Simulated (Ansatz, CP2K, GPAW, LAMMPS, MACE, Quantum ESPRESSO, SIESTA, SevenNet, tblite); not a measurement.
**Glassy 70P2O5-10Al2O3-20CaO (mol %) (58 atoms) in tblite**

Wanted: tblite inputs and outputs for glassy 70P2O5-10Al2O3-20CaO (mol %) (58 atoms), checked against a plane-wave reference.

Main program and level: tblite 0.8.0; the method is named at each step.

## 1. The structure

The cell holds 58 atoms: 14 P, 2 Al, 2 Ca and 40 O. Its edges and angles: a = 9.332 Å, b = 9.332 Å, c = 9.332 Å, α = 90.0°, β = 90.0°, γ = 90.0°. 58 atoms (14 P, 2 Al, 2 Ca, 40 O) placed at random at 2.49 g/cm³, melted at 4000 K for 10 ps at fixed volume with the Morse and Coulomb pair potential with partial charges (Pedone, Malavasi, Menziani, Cormack and Segre, J. Phys. Chem. B 110, 11780 (2006)). Quenched from 4000 K to 300 K at 5 K/ps and fixed volume, held 10 ps at zero pressure.

The yardstick, on the same geometry:

| Item | Value |
| --- | --- |
| method | Kohn-Sham DFT, PBE, PAW, plane waves (Ansatz 0.2.0); cutoff 420 eV, Γ point, fermi-dirac smearing of 0.05 eV; PAW set soft_2 |
| r.m.s. force component | 1.701 eV/Å |
| longest force | 7.519 eV/Å |
| pressure | 1.597 GPa |
| gap (highest filled to lowest empty level) | 0.6959 eV |
| SCF cycles | 10 |
| time | 5.6 s on 4 threads of Arm Neoverse V2, shared host |
| CPU time | 21 s |

## 2. GFN1-xTB

Method: GFN1-xTB tight binding, diagonalisation.

Input file run.py:

```python
import numpy as np
from ase.io import read
from tblite.ase import TBLite

atoms = read("structure.xyz")
atoms.calc = TBLite(method="GFN1-xTB", electronic_temperature=580, accuracy=1.0, max_iterations=250, mixer_damping=0.4, verbosity=1)
energy = atoms.get_potential_energy()
forces = atoms.get_forces()
print(f"energy {energy:.6f} eV")
print("forces (eV/A)")
for i, (a, f) in enumerate(zip(atoms, forces)):
    print(f"{i:4d} {a.symbol:2s} {f[0]:10.5f} {f[1]:10.5f} {f[2]:10.5f}")
stress = -atoms.get_stress(voigt=False) * 160.21766
print("stress (GPa, compression positive)")
for row in stress:
    print(" ".join(f"{x:10.4f}" for x in row))
print("charges (e)")
print(np.array2string(atoms.get_charges(), precision=4, suppress_small=True, max_line_width=110, threshold=100000))
```

Input file structure.xyz:

```xyz
58
Lattice="9.33176 0.00000 0.00000 0.00000 9.33176 0.00000 0.00000 0.00000 9.33176" Properties=species:S:1:pos:R:3 pbc="T T T"
P 8.97099 5.21141 0.39641
P 2.28423 1.99214 0.95623
P 9.13038 2.51314 8.50917
P 4.82265 8.29789 4.67335
P 3.46768 5.52020 4.83926
P 1.68513 8.27914 1.51828
P 5.76451 4.24026 6.63889
P 6.69647 6.98660 1.44138
P 7.65578 8.74022 5.78886
P 5.85904 2.94660 2.65685
P 3.79532 6.03914 1.72722
P 1.77499 2.88967 3.90954
P 2.80466 0.94129 6.01759
P 5.04858 2.43932 9.07822
Al 8.17639 2.48299 4.99165
Al 7.18350 0.17954 8.82635
Ca 9.27745 6.33841 3.77106
Ca 0.94671 7.32823 7.20766
O 3.59301 1.93373 6.88647
O 8.33112 1.40798 9.04957
O 2.23654 6.13199 5.50900
O 0.33342 3.12334 4.16962
O 4.64106 8.43376 3.22095
O 5.78550 2.86840 1.09704
O 7.24863 7.05145 2.80559
O 1.94810 2.53525 2.36280
O 4.47980 4.61885 5.80594
O 3.57509 5.96094 3.23999
O 8.55256 3.77274 9.17835
O 7.51533 8.76066 7.32674
O 2.77695 7.20664 1.30813
O 0.49682 5.68715 8.60388
O 8.70998 7.64747 5.50378
O 0.41293 5.17353 1.68662
O 1.19167 2.37260 9.29079
O 7.70598 5.95357 0.65229
O 0.62541 8.10342 0.54283
O 8.17835 0.76156 5.34327
O 2.63706 4.11036 4.29625
O 5.38265 3.54887 8.06432
O 9.21661 2.65479 7.02066
O 4.41700 6.90466 5.14413
O 6.79436 8.31068 0.72573
O 6.69600 3.27601 5.95002
O 1.83098 0.28919 6.94554
O 5.83058 4.39153 2.96582
O 6.52383 5.49967 6.93686
O 3.67727 2.10702 0.34509
O 4.64666 2.19343 3.14611
O 2.20957 1.68980 4.81453
O 7.08066 2.35142 3.35355
O 3.89517 9.28407 5.44060
O 5.25611 6.40719 1.34415
O 2.20593 0.42021 1.21126
O 5.77356 1.19642 8.58494
O 3.42074 4.78197 1.00671
O 1.22321 8.16268 2.93027
O 6.23016 8.58093 5.20292
```

Launch:

```
OMP_NUM_THREADS=1 python run.py > output.txt
```

The log of the run:

```text
------------------------------------------------------------
  cycle        total energy    energy error   density error
------------------------------------------------------------
      1     -215.1831054693  -2.1615863E+02   1.0356911E+00
      2     -207.3647671327   7.8183383E+00   1.0086387E+00
      3     -215.2961325367  -7.9313654E+00   6.2574741E-01
      4     -230.8531385220  -1.5557006E+01   1.8200525E-01
      5     -230.1530967890   7.0004173E-01   1.4682070E-01
      6     -231.7874789712  -1.6343822E+00   3.9186165E-02
      7     -231.7600512431   2.7427728E-02   3.6993248E-02
      8     -231.8197487598  -5.9697517E-02   1.8775026E-02
      9     -231.8287340919  -8.9853321E-03   9.7615358E-03
     10     -231.8317143422  -2.9802503E-03   5.4514690E-03
     11     -231.8335858600  -1.8715178E-03   1.3066419E-03
     12     -231.8336319856  -4.6125544E-05   7.5840548E-04
     13     -231.8336659110  -3.3925438E-05   2.1289950E-04
     14     -231.8336665298  -6.1884089E-07   1.2259666E-04
     15     -231.8336668318  -3.0197052E-07   9.1926460E-05
     16     -231.8336673576  -5.2580174E-07   2.7376627E-05
     17     -231.8336673796  -2.1975552E-08   1.8826558E-05
------------------------------------------------------------
 total:                                   2.094 sec
energy -6308.515417 eV
forces (eV/A)
   0 P     4.65829    0.05855    0.86017
   1 P    -0.49672   -3.06976    0.59869
   2 P    -0.98475    1.04534   -2.94650
   3 P    -1.85283    0.12760   -3.65823
   4 P    -0.62750    1.68254    1.18470
   5 P    -2.66816   -0.90888    1.62149
   6 P     3.84372    3.49571   -0.30124
   7 P     2.25609    0.32486    0.95741
   8 P     2.81618    0.02049    1.51875
   9 P    -3.26647    0.71384    5.15311
  10 P    -1.96603   -3.74546   -2.06900
  11 P     1.25830    1.00190    1.76977
  12 P     3.17467    1.86116    6.69684
  13 P     5.21856   -0.22697    0.42109
  14 Al   -2.32402   -0.14292   -0.95280
  15 Al   -0.76455   -1.08435    0.11680
  16 Ca   -0.07278    0.62960   -0.71043
  17 Ca   -0.10042    0.05725   -0.27028
  18 O    -0.47675   -0.70705   -1.15477
  19 O    -0.36396   -1.81954    1.00315
  20 O    -0.44993   -0.46512    0.33015
  21 O    -0.82657    0.39155   -0.00087
  22 O     0.70748    0.43228    0.15492
  23 O     0.18914   -0.61004   -5.34177
[...]
50 O     3.27580   -1.26734    0.86197
  51 O    -0.36705   -0.08958    0.17531
  52 O     0.18774    0.82306   -0.60576
  53 O     1.46597    2.77239   -0.23447
  54 O    -1.35516   -0.23135    0.17619
  55 O     0.36046    1.45689    0.58005
  56 O    -0.28694   -0.18446    1.10789
  57 O     0.88626   -0.31175    0.21719
stress (GPa, compression positive)
    4.4727     0.9297    -0.5271
    0.9297     4.9408     0.1524
   -0.5271     0.1524     1.2696
charges (e)
[ 0.55    0.5719  0.557   0.5531  0.579   0.5493  0.558   0.5614  0.5555  0.5491  0.5617  0.5634  0.5478
  0.5688  0.6515  0.669   0.8246  0.8061 -0.4367 -0.2745 -0.3264 -0.2506 -0.3621 -0.2252 -0.2895 -0.1071
 -0.1768 -0.1805 -0.2064 -0.3154 -0.1959 -0.3407 -0.296  -0.3731 -0.1401 -0.1945 -0.3588 -0.2958 -0.1924
 -0.1548 -0.2976 -0.2487 -0.2718 -0.2866 -0.3512 -0.4758 -0.3946 -0.0711 -0.4898 -0.1562 -0.3681 -0.201
 -0.1394 -0.1913 -0.2787 -0.3646 -0.3396 -0.1575]
```

Elapsed: 2.5 s, on 1 thread of Arm Neoverse V2, shared host; peak memory 0.12 GiB.

Banners, paths, timers and routine set-up lines are dropped from the logs unmarked, and long logs keep their key lines alone; longer cuts are marked.

Against the reference:

```
r.m.s. force component                  : 1.623 eV/Å
r.m.s. difference of force components   : 448.8 meV/Å
longest difference of force vectors     : 2378 meV/Å
force difference over r.m.s. force      : 26.38 %
slope of forces against the reference's : 0.9204
correlation of force components         : 0.9646
pressure                                : 3.561 GPa
pressure difference                     : 1.964 GPa
```

Length of the force difference by element (eV/Å):

```tsv
element	atoms	mean	most
Al	2	0.92	1.3
Ca	2	0.83	0.98
O	40	0.52	0.94
P	14	1.1	2.4
```

A closer look about O47, which has 1 bonded neighbour where the commonest count for O is 2: 9 atoms, nearest first, numbered in the order of the input, with positions taken from that point.

```tsv
atom	x	y	z	distance (Å)	bonds	Mulliken charge (e)	Fx	Fy	Fz (eV/Å)
O47	0.00	0.00	0.00	0.00	1	-0.39	-1.23	-0.81	0.47
P7	-0.76	-1.26	-0.30	1.50	4	0.56	3.84	3.50	-0.30
O44	0.17	-2.22	-0.99	2.44	2	-0.29	0.47	-1.50	-0.80
O27	-2.04	-0.88	-1.13	2.50	2	-0.18	-1.77	-0.25	-1.04
O40	-1.14	-1.95	1.13	2.53	2	-0.15	-1.75	0.51	0.40
O42	-2.11	1.40	-1.79	3.10	2	-0.25	1.10	-0.82	1.53
O36	1.18	0.45	3.05	3.30	2	-0.19	-4.33	1.49	-0.51
O33	2.19	2.15	-1.43	3.38	3	-0.30	-0.72	-0.19	-0.58
O30	0.99	3.26	0.39	3.43	2	-0.32	-0.23	-0.51	0.32
```

Atoms are counted from 1 here, from 0 in the log.

Forces lie 26 % from the reference's, at 0.12 times its CPU time (on 1 against 4 cores).

## 3. What came out

| Quantity | Value |
| --- | --- |
| force difference from the reference | tblite GFN1-xTB, 26 % |
| its CPU time | 2.5 s |

What this shows: Tight binding differs by 26 % (tblite GFN1-xTB); it is another model, with fitted parameters of its own, and the xTB methods hold dispersion. One electronic-structure run takes under half the reference's CPU time: tblite GFN1-xTB, at 26 % in 2.5 s against 21 s; its pressure misses by +2.0 GPa. Periodic xTB results under one method name differ between programs and library versions. The quench rate of 5 K/ps is many orders above laboratory rates, so the cell is likely richer in defects and strain than a real sample. The network of bonds at the start is that of the classical potential that made the cell, and needn't be the one that DFT or experiment would give. The reference's stress is far from hydrostatic: its diagonal is 2.5, 2.9, -0.6 GPa, compression counted positive. The electronic-structure runs sample only Γ, in a cell whose shortest periodic width is 9 Å.

[Also dropped from logs without a mark: logging warnings of Python, and SIESTA's first energy breakdown and zero terms.]

[Logs are printed without paths, hosts, clocks, repeated set-up lines and the standing remarks that a program may print on its own settings, such as how far it seeks lower states.]

[Hosts, paths, dates, database ids (printed as entryN), source tags and the programs' standing remarks are cut or masked in the printed files.]
